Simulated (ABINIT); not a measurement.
# Calculated records

```
Quasiparticle gap of BiOBr (P4/nmm) in ABINIT
1.0
     3.91600    0.00000    0.00000
     0.00000    3.91600    0.00000
     0.00000    0.00000    8.07700
Bi Br O
2 2 2
Direct
  0.00000 0.50000 0.15400
  0.50000 0.00000 0.84600
  0.00000 0.50000 0.65300
  0.50000 0.00000 0.34700
  0.00000 0.00000 0.00000
  0.50000 0.50000 0.00000
# method: RPA screening on PBEsol with spin-orbit coupling, plane waves, norm-conserving pseudopotentials (and 2 further levels or steps)
# program: ABINIT 10.8.3
# settings of one run: cutoff 42 Ha, PseudoDojo fully relativistic 0.4 stringent, norm-conserving, potential set dojo-fr-pbesol-0.4-stringent, ngkpt (4, 4, 2), nband 222, ecuteps 3.5 Ha, shiftk (0, 0, 0), symchi 1, awtr 1, gwmem 10, frequency ppm, 4×4×2 k-mesh
# cost: 4 runs, 88 min in all on 4 MPI ranks of Arm Neoverse V1, shared host (the runs of this entry)
# notes: The database entry behind the starting cell differs from later determinations by our own check (0.1 to 0.3 % short, probably kX units). The program’s warnings: Neglecting <n,k|[Vnl,iqr]|m,k>. The cell and positions come from the Crystallography Open Database and are kept as given unless a step says otherwise. Limits: screening head approximate. Only 3 of the mesh’s irreducible points were corrected, so a valley elsewhere could overtake. Bands and cutoff are finite, so the gap is not at the basis limit. The miss can reach some tenths of an eV and take either sign; the mesh is an error of its own. The 4×4×2 mesh is coarse for this cell, which bears on the long-range parts of exchange and screening.
# PBEsol gap: 1.90 eV, indirect (only 2 meV under the direct gap)
# G0W0 gap on the mesh: 3.30 eV
# GW settings: 4×4×2 mesh, 222 bands, screening to 95.2 eV, Godby-Needs plasmon pole
# known limits: not at the basis limit; screening head approximate; coarse k mesh
```

[Paths, hosts, dates, memory and timing lines, banners, echoed tables and standing remarks are left out of the program output.]

[Logs are printed without paths, hosts, clocks, repeated set-up lines and the standing remarks that a program may print on its own settings, such as how far it seeks lower states.]

[Runs of the session that timed out or met a known fault of the program may be left out.]

[Hosts, paths, dates, database ids (printed as entryN), source tags and the programs' standing remarks are cut or masked in the printed files.]

[G0W0 gaps are taken among the corrected bands and points alone; a level outside them can change the order at an edge.]

[Where Ansatz stands beside ABINIT at settings called matched, ABINIT's density can come from a denser mesh and the files from another edition; pairs whose starting gaps differed by over 0.03 eV were left out, so agreement reads better than it is.]
